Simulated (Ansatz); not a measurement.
# Ta2O5 (Pmmn): band gap by G0W0 on LDA, part 2 of 3

Wanted: the gap of Ta2O5 (Pmmn) with a many-body correction, and the time that it takes.

Ansatz 0.2.0; LDA, then G0W0 on it, plane waves, PAW. Known limits of the many-body steps: finite bands, screening cutoff and k mesh; no spin-orbit coupling in G0W0.

So far. Step 2 (Bands along the symmetry lines): Over mesh and path the gap is 2.219 eV, from k = (0.500, 0.500, 0.500) to k = Γ. The least direct gap found is 2.820 eV, at k = Γ.

## (3) One-shot GW

G0W0 replaces the xc potential by a self-energy built once from the orbitals of the start. Levels are corrected in the window of bands that the input names, at points of the mesh.

This step: G0W0 on LDA, plane waves, PAW.

Input file input.yaml:

```yaml
crystal:
  lattice:
    - [3.84085413, 0.0, 0.0]
    - [0.0, 13.0373230544, 0.0]
    - [0.0, 0.0, 3.8741645114]
  atoms:
    - { symbol: Ta, position: [0.0, 0.14579693, 0.02271197] }
    - { symbol: Ta, position: [0.5, 0.35420307, 0.97728803] }
    - { symbol: Ta, position: [0.5, 0.64579693, 0.97728803] }
    - { symbol: Ta, position: [0.0, 0.85420307, 0.02271197] }
    - { symbol: O, position: [0.5, 0.18522554, 0.00205837] }
    - { symbol: O, position: [0.0, 0.31477446, 0.99794163] }
    - { symbol: O, position: [0.0, 0.68522554, 0.99794163] }
    - { symbol: O, position: [0.5, 0.81477446, 0.00205837] }
    - { symbol: O, position: [0.0, 0.85107074, 0.50764741] }
    - { symbol: O, position: [0.5, 0.64892926, 0.49235259] }
    - { symbol: O, position: [0.5, 0.35107074, 0.49235259] }
    - { symbol: O, position: [0.5, 0.5, 0.99500122] }
    - { symbol: O, position: [0.0, 0.0, 0.00499878] }
    - { symbol: O, position: [0.0, 0.14892926, 0.50764741] }
kpoints:
  mp_grid: { grid: [4, 2, 4] }
hamiltonian:
  xc: lda
  pseudopotentials: { kind: paw, source: ansatz }
scf:
  occupations: { method: fixed }
gw:
  n_empty_bands: 2640
  ecut_chi: 330.0
  qp_bands: [v4, c4]
  qp_kpoints: band_edges
  screening: { model: contour_deformation }
```

On the command line:

```
$ ansatz run input.yaml --threads 4 --pin off --max-ram 138240MiB --backend cuda --events-out ev --progress --plain --runs-dir out --devices 1 --max-vram 26GiB
```

Numbers of over 12 decimals in the logs are rounded to 6 here.

Output:

```text
GPUs: using 1 of 1 available (devices: 1).
[...]
GPU FFT provider: cuFFT
GPU libraries: cuBLAS 13.8.2, cuFFT 12.4.0, cuSOLVER 12.3.4
Crystal: 14 atoms, lattice volume = 193.997 Å³
Basis set: ecut = 930 eV, 12573 PW (Γ)
Bands: 101, of which v1, the nominal top of the filled ones, is band 84 counted from 1 (83 counted from 0)
Symmetry: 8 space group operations
[...]
k-points: 18 of 32
[...]
GPU buffer pool allocated for 303750 grid points (all kernels)
[...]
SCF iter   1: F=—  HF=-71694.290640 eV  |F-HF|=—  |Δ(HF+E_count)|=         —  Δρ=7.72e-2  dr2=9.24e0  ethr=3.10e-3  ⟨swp⟩=4.1  Hψ=6123  notcnv=0  defer=249
[...]
SCF iter  12: F=-71690.599235 eV  HF=-71690.599235 eV  |F-HF|=1.19e-9  |Δ(HF+E_count)|=   2.98e-7  Δρ=4.56e-6  dr2=4.62e-8  ethr=5.95e-11  ⟨swp⟩=11.4  Hψ=7080  notcnv=0
SCF 1 converged in 12 iterations: F = -71690.599235 eV  dr2 = 4.62e-8
[...]
NSCF: frozen V_eff on 18 k-points
the band table was solved once the SCF had ended and its energy, with any forces and stress, was formed, with the checks that follow a solve (7085 applications of the Hamiltonian). They found nothing against the state; the energy, forces and stress were not computed again (output.eigenvalues in the input reference)
[...]
G₀W₀ screening: q 1/18
[... further progress lines ...]
SCF converged after 12 iterations
Free energy (F): -71690.599235 eV
[...]
Internal energy: -71690.599235 eV  (E = F + TS)
E sigma→0 (E₀):  -71690.599235 eV
Fermi energy:    8.181154 eV
[...]
--- Band table (eV; the first three rows and the last of 18) ---
  k-point 0: bands = [... 80 lower, 7.3582, 7.4471, 7.5126, 7.5970, 10.3941, 10.4209, 10.8203, 10.8508, ... 13 higher]
  k-point 1: bands = [... 80 lower, 6.7983, 7.0306, 7.5362, 7.7115, 11.8805, 12.0676, 12.1115, 12.2227, ... 13 higher]
  k-point 2: bands = [... 80 lower, 6.5498, 6.8744, 7.8771, 7.8893, 12.2460, 12.4112, 13.5749, 13.6422, ... 13 higher]
  k-point 17: bands = [... 80 lower, 8.0718, 8.0718, 8.1812, 8.1812, 11.3464, 11.3464, 13.1311, 13.1311, ... 13 higher]
--- G₀W₀: contour deformation, 7 samples at zero and on the imaginary axis and 2 off it, 32 q-points, 2640 empty bands' worth ---
  eigenvalues of the whole cell's RPA ε∞ on this k-mesh (on a slab, of 1 + 4πα/V) = 4.6384, 4.8612, 7.0602; static W/v taken at q = 0 is 0.170293
  gw.qp_kpoints: band_edges: 13 of 18 stored k-points solved, in 1 pass; an edge of the gap read off the rows below is read off those points alone
    valence top: of the k-points left out ik 7 came nearest to being solved in a further pass, in band 84 (counted from 1, as in the quasiparticle table): it holds the edge there only if its correction is more favourable than any solved in that band by at least 0.512 eV; those differ by 0.123 eV
    conduction bottom: of the k-points left out ik 7 came nearest to being solved in a further pass, in band 85 (counted from 1, as in the quasiparticle table): it holds the edge there only if its correction is more favourable than any solved in that band by at least 0.870 eV; those differ by 0.089 eV
    ik  band        ε_KS         Σx   Σc(E_QP)       V_xc       Z   E_QP_lin       E_QP  E_QP is
     0    81      7.3582   -25.0546     3.9759   -20.2824  0.7152     6.5482     6.5620  root
     0    82      7.4471   -27.5375     4.1034   -22.5297  0.7361     6.5275     6.5428  root
     0    83      7.5126   -25.4566     3.9053   -20.7553  0.7194     6.7037     6.7166  root
     0    84      7.5970   -28.0798     4.1363   -23.0170  0.7394     6.6552     6.6705  root
     0    85     10.3941   -13.0680    -4.8719   -18.7723  0.7910    11.2354    11.2265  root
     0    86     10.4209   -13.1922    -4.7924   -18.8063  0.7903    11.2511    11.2425  root
     0    87     10.8203   -13.3568    -5.0915   -19.3114  0.7858    11.6939    11.6834  root
     0    88     10.8508   -13.4105    -5.0434   -19.3127  0.7854    11.7199    11.7096  root
     1    81      6.7983   -25.3575     4.3136   -20.2313  0.7132     5.9697     5.9857  root
     1    82      7.0306   -25.3212     4.2899   -20.2081  0.7151     6.1919     6.2074  root
     1    83      7.5362   -25.5476     4.2511   -20.4629  0.7172     6.6880     6.7026  root
     1    84      7.7115   -25.7801     4.1720   -20.7822  0.7183     6.8718     6.8856  root
     1    85     11.8805   -14.0445    -5.1179   -19.9937  0.7683    12.7232    12.7117  root
     1    86     12.0676   -14.0255    -5.2593   -20.1292  0.7669    12.9246    12.9119  root
     1    87     12.1115   -14.7392    -4.8867   -20.4334  0.7623    12.9295    12.9188  root
     1    88     12.2227   -14.2382    -4.9518   -20.0038  0.7656    13.0478    13.0365  root
     2    81      6.5498   -25.3131     4.5614   -19.9131  0.7108     5.6931     5.7112  root
     2    82      6.8744   -24.9890     4.3362   -19.8214  0.7150     6.0265     6.0430  root
     2    83      7.8771   -25.9953     4.1486   -21.0233  0.7200     7.0406     7.0538  root
     2    84      7.8893   -25.9873     4.2209   -20.9354  0.7204     7.0449     7.0584  root
     2    85     12.2460   -13.6053    -5.6449   -20.1446  0.7654    13.1560    13.1402  root
     2    86     12.4112   -14.2178    -5.3665   -20.4269  0.7622    13.2680    13.2538  root
     2    87     13.5749   -15.4781    -5.5710   -21.8935  0.7313    14.4367    14.4193  root
     2    88     13.6422   -15.0261    -5.5273   -21.3949  0.7349    14.5018    14.4838  root
     3    81      7.4600   -25.3436     3.9324   -20.6139  0.7180     6.6495     6.6627  root
     3    82      7.4600   -25.3436     3.9324   -20.6139  0.7180     6.6495     6.6627  root
     3    83      7.5214   -28.0038     4.1053   -22.9736  0.7400     6.5813     6.5966  root
     3    84      7.5214   -28.0038     4.1053   -22.9736  0.7400     6.5813     6.5966  root
     3    85     10.4088   -13.1347    -4.8316   -18.7932  0.7906    11.2444    11.2356  root
     3    86     10.4088   -13.1347    -4.8316   -18.7932  0.7906    11.2444    11.2356  root
     3    87     10.8335   -13.3782    -5.0678   -19.3071  0.7856    11.7050    11.6945  root
     3    88     10.8335   -13.3782    -5.0678   -19.3071  0.7856    11.7050    11.6945  root
     5    81      6.6605   -24.9920     4.3711   -19.7983  0.7123     5.8208     5.8379  root
     5    82      6.6605   -24.9920     4.3711   -19.7983  0.7123     5.8208     5.8379  root
     5    83      7.8856   -25.9989     4.1911   -20.9801  0.7202     7.0446     7.0579  root
     5    84      7.8856   -25.9989     4.1911   -20.9801  0.7202     7.0446     7.0579  root
     5    85     12.3304   -13.9109    -5.5097   -20.2893  0.7637    13.2141    13.1991  root
     5    86     12.3304   -13.9109    -5.5097   -20.2893  0.7637    13.2141    13.1991  root
     5    87     13.6039   -15.4806    -5.5801   -21.9051  0.7313    14.4660    14.4484  root
     5    88     13.6039   -15.4806    -5.5801   -21.9051  0.7313    14.4660    14.4484  root
[...]
15    85     10.7277   -13.4075    -4.9254   -19.1807  0.7881    11.5851    11.5754  root
    15    86     10.7277   -13.4075    -4.9254   -19.1807  0.7881    11.5851    11.5754  root
    15    87     11.2676   -13.6302    -5.2098   -19.7336  0.7793    12.1734    12.1611  root
    15    88     11.2676   -13.6302    -5.2098   -19.7336  0.7793    12.1734    12.1611  root
    17    81      8.0718   -26.1781     4.2158   -21.1573  0.7216     7.2546     7.2669  root
    17    82      8.0718   -26.1781     4.2158   -21.1573  0.7216     7.2546     7.2669  root
    17    83      8.1812   -26.3372     4.2011   -21.3326  0.7217     7.3658     7.3778  root
    17    84      8.1812   -26.3372     4.2011   -21.3326  0.7217     7.3658     7.3778  root
    17    85     11.3464   -13.6124    -5.2918   -19.8079  0.7781    12.2630    12.2501  root
    17    86     11.3464   -13.6124    -5.2918   -19.8079  0.7781    12.2630    12.2501  root
    17    87     13.1311   -14.9873    -5.8259   -21.7322  0.7429    14.0678    14.0502  root
    17    88     13.1311   -14.9873    -5.8259   -21.7322  0.7429    14.0678    14.0502  root
```

Run time: 14 min. Hardware: 1 × NVIDIA H100 80GB HBM3 (shared by 3 runs) with 4 threads of AMD EPYC 7R13 (Zen 3), shared host; peak memory 33 GiB.

Numbers from this step:

```
bands summed                                    : 2724
RPA ε∞ on this mesh (eigenvalues)               : 4.638, 4.861, 7.060
plane waves in the screening matrix             : 2635
q-points in the mesh                            : 32
G0W0 gap over the corrected points              : 3.849 eV
k of the valence top                            : -0.5, -0.5, -0.5
k of the conduction bottom                      : 0, 0, 0
starting gap on the mesh                        : 2.213 eV
Z at the valence top                            : 0.7217
Z at the conduction bottom                      : 0.7910
least direct G0W0 gap over the corrected points : 4.510 eV
```

Over 13 of 18 irreducible mesh points the G0W0 gap is 3.849 eV, from k = (-0.500, -0.500, -0.500) to k = Γ. The LDA gap of this run on the mesh is 2.213 eV. The two states that bound the G0W0 gap lie that far apart at the start, so the correction of the gap is 3.849 − 2.213 = +1.636 eV. The start of this run differs from the step before in mesh (6×2×6 and 4×2×4), files (soft_2 PAW and hard PAW) and plane-wave cutoff (420 eV and 930 eV).

Labels follow the order of the start: v1 is the top filled band, c1 the lowest empty one; levels that stay degenerate share a row, the window can cut a multiplet, doubted levels are not marked in this list, bands outside the window were not corrected, and the list may be a part of the corrected levels. The levels before and after the correction (eV, zero at the valence-band top of each column):

|  | conduction bottom | valence top |
| --- | --- | --- |
| Kohn-Sham | 2.21 | 0.00 |
| G0W0 | 3.85 | 0.00 |

|  | level | occupation | energy (eV) |
| --- | --- | --- | --- |
| Kohn-Sham | Γ v3 | 2 | -0.734 |
| Kohn-Sham | Γ v2 | 2 | -0.669 |
| Kohn-Sham | Γ v1 | 2 | -0.584 |
| Kohn-Sham | Γ c1 | 0 | 2.213 |
| Kohn-Sham | Γ c2 | 0 | 2.240 |
| Kohn-Sham | Γ c3 | 0 | 2.639 |
| Kohn-Sham | (-0.5 -0.5 -0.5) v3 | 2 | -0.109 |
| Kohn-Sham | (-0.5 -0.5 -0.5) v2-v1 | 2 | 0.000 |
| Kohn-Sham | (-0.5 -0.5 -0.5) c1-c2 | 0 | 3.165 |
| Kohn-Sham | (-0.5 -0.5 -0.5) c3 | 0 | 4.950 |
| G0W0 | Γ v3 | 2 | -0.835 |
| G0W0 | Γ v2 | 2 | -0.661 |
| G0W0 | Γ v1 | 2 | -0.707 |
| G0W0 | Γ c1 | 0 | 3.849 |
| G0W0 | Γ c2 | 0 | 3.865 |
| G0W0 | Γ c3 | 0 | 4.306 |
| G0W0 | (-0.5 -0.5 -0.5) v3 | 2 | -0.111 |
| G0W0 | (-0.5 -0.5 -0.5) v2-v1 | 2 | 0.000 |
| G0W0 | (-0.5 -0.5 -0.5) c1-c2 | 0 | 4.872 |
| G0W0 | (-0.5 -0.5 -0.5) c3 | 0 | 6.672 |

The parts of the quasiparticle energy for the two states that bound the G0W0 gap, in eV on the run's own scale (QP = start + Σx + Σc − Vxc, with Σc at the quasiparticle energy):

| edge | k | band | start | Σx | Σc | Vxc | Z | QP |
| --- | --- | --- | --- | --- | --- | --- | --- | --- |
| valence top | (-0.500, -0.500, -0.500) | 83 | 8.181 | −26.337 | 4.201 | −21.333 | 0.722 | 7.378 |
| conduction bottom | Γ | 85 | 10.394 | −13.068 | −4.872 | −18.772 | 0.791 | 11.226 |

[end of part 2 of 3]

[Paths, hosts, dates, memory and timing lines, banners, echoed tables and standing remarks are left out of the program output.]

[Logs are printed without paths, hosts, clocks, repeated set-up lines and the standing remarks that a program may print on its own settings, such as how far it seeks lower states.]

[Runs of the session that timed out or met a known fault of the program may be left out.]

[Cells called generated may have been cut or substituted from an entry of the Crystallography Open Database or the Materials Project.]

[Hosts, paths, dates, database ids (printed as entryN), source tags and the programs' standing remarks are cut or masked in the printed files.]

[Where an RPA ε∞ is given, it is that of the G0W0 mesh and is not shown converged in it. Names of k-points follow the symmetry that the program found, which can be lower than the space group named. Band edges on a path are those of the sampled points; other points can move an edge, and change direct to indirect where valleys lie close.]

[Hybrid gaps are those of their k-mesh and are not shown converged in it.]
